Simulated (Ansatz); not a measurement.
# CaSnSe3 (model cell, started as cubic perovskite with Sn in the octahedra): a soft mode frozen in, part 3 of 3

Which phase does CaSnSe3 (model cell, started as cubic perovskite with Sn in the octahedra) fall into along its unstable mode, and how much energy does it gain?

Ansatz 0.2.0; DFT PBEsol, scalar-relativistic, plane waves, PAW; PAW set soft_1.

So far. Step 5 (Energy along the mode, all amplitudes (two of the runs …): The lowest of the steps tried is the last one, at 0.6 Å, 68.6 meV/atom below the parent; the bottom of the well need not coincide with a step. Step 7 (The new phase in its own primitive cell): The largest force component left is 0.39 meV/Å and the pressure is 0.000 GPa, within the tolerances set. The cell now holds 30.39 Å³/atom. The relaxed cell has a = 7.290, c = 19.808 Å (conventional setting).

The structure was built from a prototype and need not be the compound's stable phase.

### Step 8. Modes of the new phase, k-mesh 6×6×6

A relaxed structure may still be a saddle point, so its zone-centre modes are computed. No field response is asked, since the mesh shows no gap.

input.yaml

```yaml
crystal:
  lattice:
    - [3.6451944915, 2.1045540209, 6.6025942833]
    - [-3.6451944915, 2.1045540209, 6.6025942833]
    - [0.0, -4.2091080418, 6.6025942833]
  atoms:
    - { symbol: Ca, position: [0.7029747815, 0.7029747815, 0.7029747815] }
    - { symbol: Ca, position: [0.2970252185, 0.2970252185, 0.2970252185] }
    - { symbol: Sn, position: [0.5, 0.5, 0.5] }
    - { symbol: Sn, position: [0.0, 0.0, 0.0] }
    - { symbol: Se, position: [0.2493668825, 0.7154672427, 0.2493668825] }
    - { symbol: Se, position: [0.7506331175, 0.2845327573, 0.7506331175] }
    - { symbol: Se, position: [0.7506331175, 0.7506331175, 0.2845327573] }
    - { symbol: Se, position: [0.2493668825, 0.2493668825, 0.7154672427] }
    - { symbol: Se, position: [0.7154672427, 0.2493668825, 0.2493668825] }
    - { symbol: Se, position: [0.2845327573, 0.7506331175, 0.7506331175] }
kpoints:
  mp_grid: { grid: [6, 6, 6] }
hamiltonian:
  xc: pbesol
  pseudopotentials: { kind: paw, azcp: { folder: soft_1 }, xc_functional: pbe }
scf:
  occupations: { method: methfessel_paxton, width: 0.2 }
output:
  eigenvalues: true
phonons:
  method: dfpt
```

Run with:

```bash
$ ansatz run input.yaml --threads 4 --pin off --max-ram 16384MiB --backend cpu --events-out ev --progress --plain --runs-dir out
```

Numbers of over 12 decimals in the logs are rounded to 6 here.

What it wrote:

```text
[...]
Crystal: 10 atoms, lattice volume = 303.911 Å³
Basis set: ecut = 420 eV, 5915 PW (Γ), exchange–correlation on 108×108×108 points (8 copies of the dense FFT grid, shifted against one another)
Bands: 87, of which v1, the nominal top of the filled ones, is band 72 counted from 1 (71 counted from 0)
Symmetry: 12 space group operations
k-points: 112 of 216 (irreducible under 1 space group operation, time reversal used)
[...]
SCF iter   1: F=—  HF=-48044.578888 eV  |F-HF|=—  |Δ(HF+E_count)|=         —  Δρ=5.60e-2  dr2=2.75e1  ethr=3.10e-3  ⟨swp⟩=9.6  Hψ=43071  notcnv=0
[...]
SCF iter  13: F=-48038.816809 eV  HF=-48038.816809 eV  |F-HF|=7.28e-12  |Δ(HF+E_count)|=  5.09e-11  S|Δr|=    0.00e0  Δρ=3.79e-8  dr2=3.47e-12  ethr=1.00e-12  ⟨swp⟩=15.0  Hψ=61971  notcnv=0
SCF 1 converged in 13 iterations: F = -48038.816809 eV  dr2 = 3.47e-12
[...]
DFPT response loops at Γ: preconditioner auto → none (partly filled bands, converged f_vac=0.167); β = 0.50; Broyden in place of MSR1
SCF converged after 13 iterations
[...]
Free energy (F): -48038.816809 eV
[...]
Internal energy: -48038.811884 eV  (E = F + TS)
E sigma→0 (E₀):  -48038.815578 eV
Entropy (-TS):   -0.004925 eV (-0.492 meV/atom)
Fermi energy:    6.040289 eV
[...]
--- Band table (eV; the first three rows and the last of 112) ---
  k-point 0: bands = [... 68 lower, 5.4946, 5.4946, 5.9557, 5.9557, 6.4682, 7.6896, 8.0388, 8.0388, ... 11 higher]
  k-point 1: bands = [... 68 lower, 5.3661, 5.4992, 5.6647, 5.9122, 6.2642, 7.4129, 8.2210, 8.6223, ... 11 higher]
  k-point 2: bands = [... 68 lower, 5.3253, 5.4367, 5.4551, 5.7938, 6.0758, 6.8474, 8.7333, 9.0850, ... 11 higher]
  k-point 111: bands = [... 68 lower, 5.6002, 5.6002, 5.7506, 5.7506, 6.2640, 6.3769, 9.0770, 9.0839, ... 11 higher]
--- Phonons (Γ-DFPT): 8 representative perturbations + reference, on 112 of 216 k-points (Σ response iterations 32) ---
  k mesh reduced under 1 symmetry operation, with k and −k counted as one. Each operation leaves every solved perturbation unchanged. A smaller set is not used because it would not reduce the number of displacements times k-points to solve
  ASR residual: 8.164e-5 → 0.000e0 eV/Å²; symmetrization residual: 1.532e-5 eV/Å²
  ASR residual per site (eV/Å²): 4.46e-5 4.46e-5 8.16e-5 2.36e-5 4.21e-5 4.21e-5 4.67e-5 4.67e-5 4.21e-5 4.21e-5
  Γ frequencies (cm⁻¹): -95.20 -82.65 -82.65 -79.22 -79.22 -66.53 0.00 0.00 0.00 12.36 12.36 40.91 55.72 55.72 85.97 122.81 122.81 127.95 127.95 143.28 143.28 150.05 156.92 156.92 182.97 182.97 185.26 188.06 204.81 214.65
  non-analytic LO–TO correction: not included (Born effective charges unavailable; polar crystals: no LO–TO splitting at Γ)
```

Run time: 19 min. Hardware: 4 threads of Arm Neoverse V2, shared host; peak memory 7.9 GiB; 74 min of CPU time.

This step gave:

| Item | Value |
| --- | --- |
| sum-rule residual before enforcement | 8.16e-5 eV/Å² |
| point group | -3m |
| highest optical mode at the zone centre (no LO-TO term) | 214.7 cm⁻¹ |
| lowest optical zone-centre mode | -95.2 cm⁻¹ |

Patterns of degenerate modes are one choice out of their space. Modes at Γ, with each element's share of the kinetic energy (negative means imaginary):

```
mode  frequency (cm⁻¹)  symmetry  Ca %  Sn %  Se %
   1             -95.2       A2g     0     0   100
   2             -82.7        Eg    29     0    71
   3             -82.7        Eg    29     0    71
   4             -79.2        Eu    40     2    59
   5             -79.2        Eu    40     2    59
   6             -66.5       A1u     0     0   100
   7               0.0  acoustic    10    30    60
   8               0.0  acoustic    10    30    60
   9               0.0  acoustic    10    30    60
  10              12.4        Eu    13    46    41
  11              12.4        Eu    13    46    41
  12              40.9       A2u    12    48    39
  13              55.7        Eg    28     0    72
  14              55.7        Eg    28     0    72
  15              86.0       A1g    24     0    76
  16             122.8        Eg    42     0    58
  17             122.8        Eg    42     0    58
  18             128.0        Eu    31     5    64
  19             128.0        Eu    31     5    64
  20             143.3        Eu     6    79    15
  21             143.3        Eu     6    79    15
  22             150.1       A2u     0    98     2
  23             156.9        Eg     2     0    98
  24             156.9        Eg     2     0    98
  25             183.0        Eu     0    39    61
  26             183.0        Eu     0    39    61
  27             185.3       A2u    45    14    42
  28             188.1       A1g    65     0    35
  29             204.8       A1g    11     0    89
  30             214.7       A2u    33    10    57
```

Displacements in mode 1 (-95.2 cm⁻¹), the largest set to 1:
```
Ca1  0.00  0.00  0.00
Ca2  0.00  0.00  0.00
Sn3  0.00  0.00  0.00
Sn4  0.00  0.00  0.00
Se5  0.50  0.87  0.00
Se6 -0.50 -0.87  0.00
Se7  1.00  0.00  0.00
Se8 -1.00  0.00  0.00
Se9  0.50 -0.87  0.00
Se10-0.50  0.87  0.00
```

Displacements in mode 13 (55.7 cm⁻¹), the largest set to 1:
```
Ca1  0.17 -1.00  0.00
Ca2 -0.17  1.00  0.00
Sn3  0.00  0.00  0.00
Sn4  0.00  0.00  0.00
Se5 -0.45 -0.40  0.32
Se6  0.45  0.40 -0.32
Se7 -0.12 -0.29  0.50
Se8  0.12  0.29 -0.50
Se9  0.44 -0.55  0.18
Se10-0.44  0.55 -0.18
```

Before it was imposed, the acoustic sum rule was missed by 8.2e-5 eV/Å². Small misses are needed for a sound result but don't prove that mesh and cutoff are converged. The lowest optical mode is imaginary, 95.2i cm⁻¹, so the energy falls along it.

### Step 9. Summary of results

| Quantity | Value |
| --- | --- |
| unstable mode of the parent | q = (-0.5, -0.5, -0.5), 118i cm⁻¹ |
| depth at the lowest point sampled | 68.6 meV/atom |
| largest atomic shift at that point | 0.6 Å |
| space group reached (within 0.01 Å) | R-3m |
| energy gained over the parent (first relaxation, on the mesh of the frozen mode) | 115 meV/atom |
| volume per atom, phase reached | 30.4 Å³ |
| lowest optical zone-centre mode, phase reached | -95.2 cm⁻¹ |
| highest optical mode at the zone centre (no LO-TO term), phase reached | 215 cm⁻¹ |

Along this mode the structure falls into R-3m, 115 meV/atom below the parent. At the parent's cell the well is 68.64 meV/atom deep on the steps tried, with its lowest point at a shift of 0.6 Å. That is the last step tried, so the steps alone don't bracket the bottom of the well. Relaxing atoms and cell changes the gain by +45.95 meV/atom against the lowest step (energies at zero smearing). The new phase still has an imaginary mode at the zone centre of its cell, so it is a saddle point on the way to a lower structure. Of the 4 patterns followed to their end from this parent, this one ends 141 meV/atom above the lowest, P4mm. Each path keeps the symmetry of its pattern, so a lower phase may lie along a pattern not tried. With no gap, or one that is small against the smearing, the frequencies hang on the k mesh and the smearing, most of all near Kohn anomalies. A semilocal functional can close a gap that the real compound would have, so the metallic treatment may be an artefact of the level. Spin-orbit coupling is left out, which can matter for the heavy elements here. The PAW files were made for PBE and serve the other functionals too. A phonon run warned that its eigensolver left some bands unconverged in a pass. The starting cell was built on a prototype and not taken from a measurement, so the phase need not exist.

[Logs are printed without paths, hosts, clocks, repeated set-up lines and the standing remarks that a program may print on its own settings, such as how far it seeks lower states.]

[Hosts, paths, dates, database ids (printed as entryN), source tags and the programs' standing remarks are cut or masked in the printed files.]
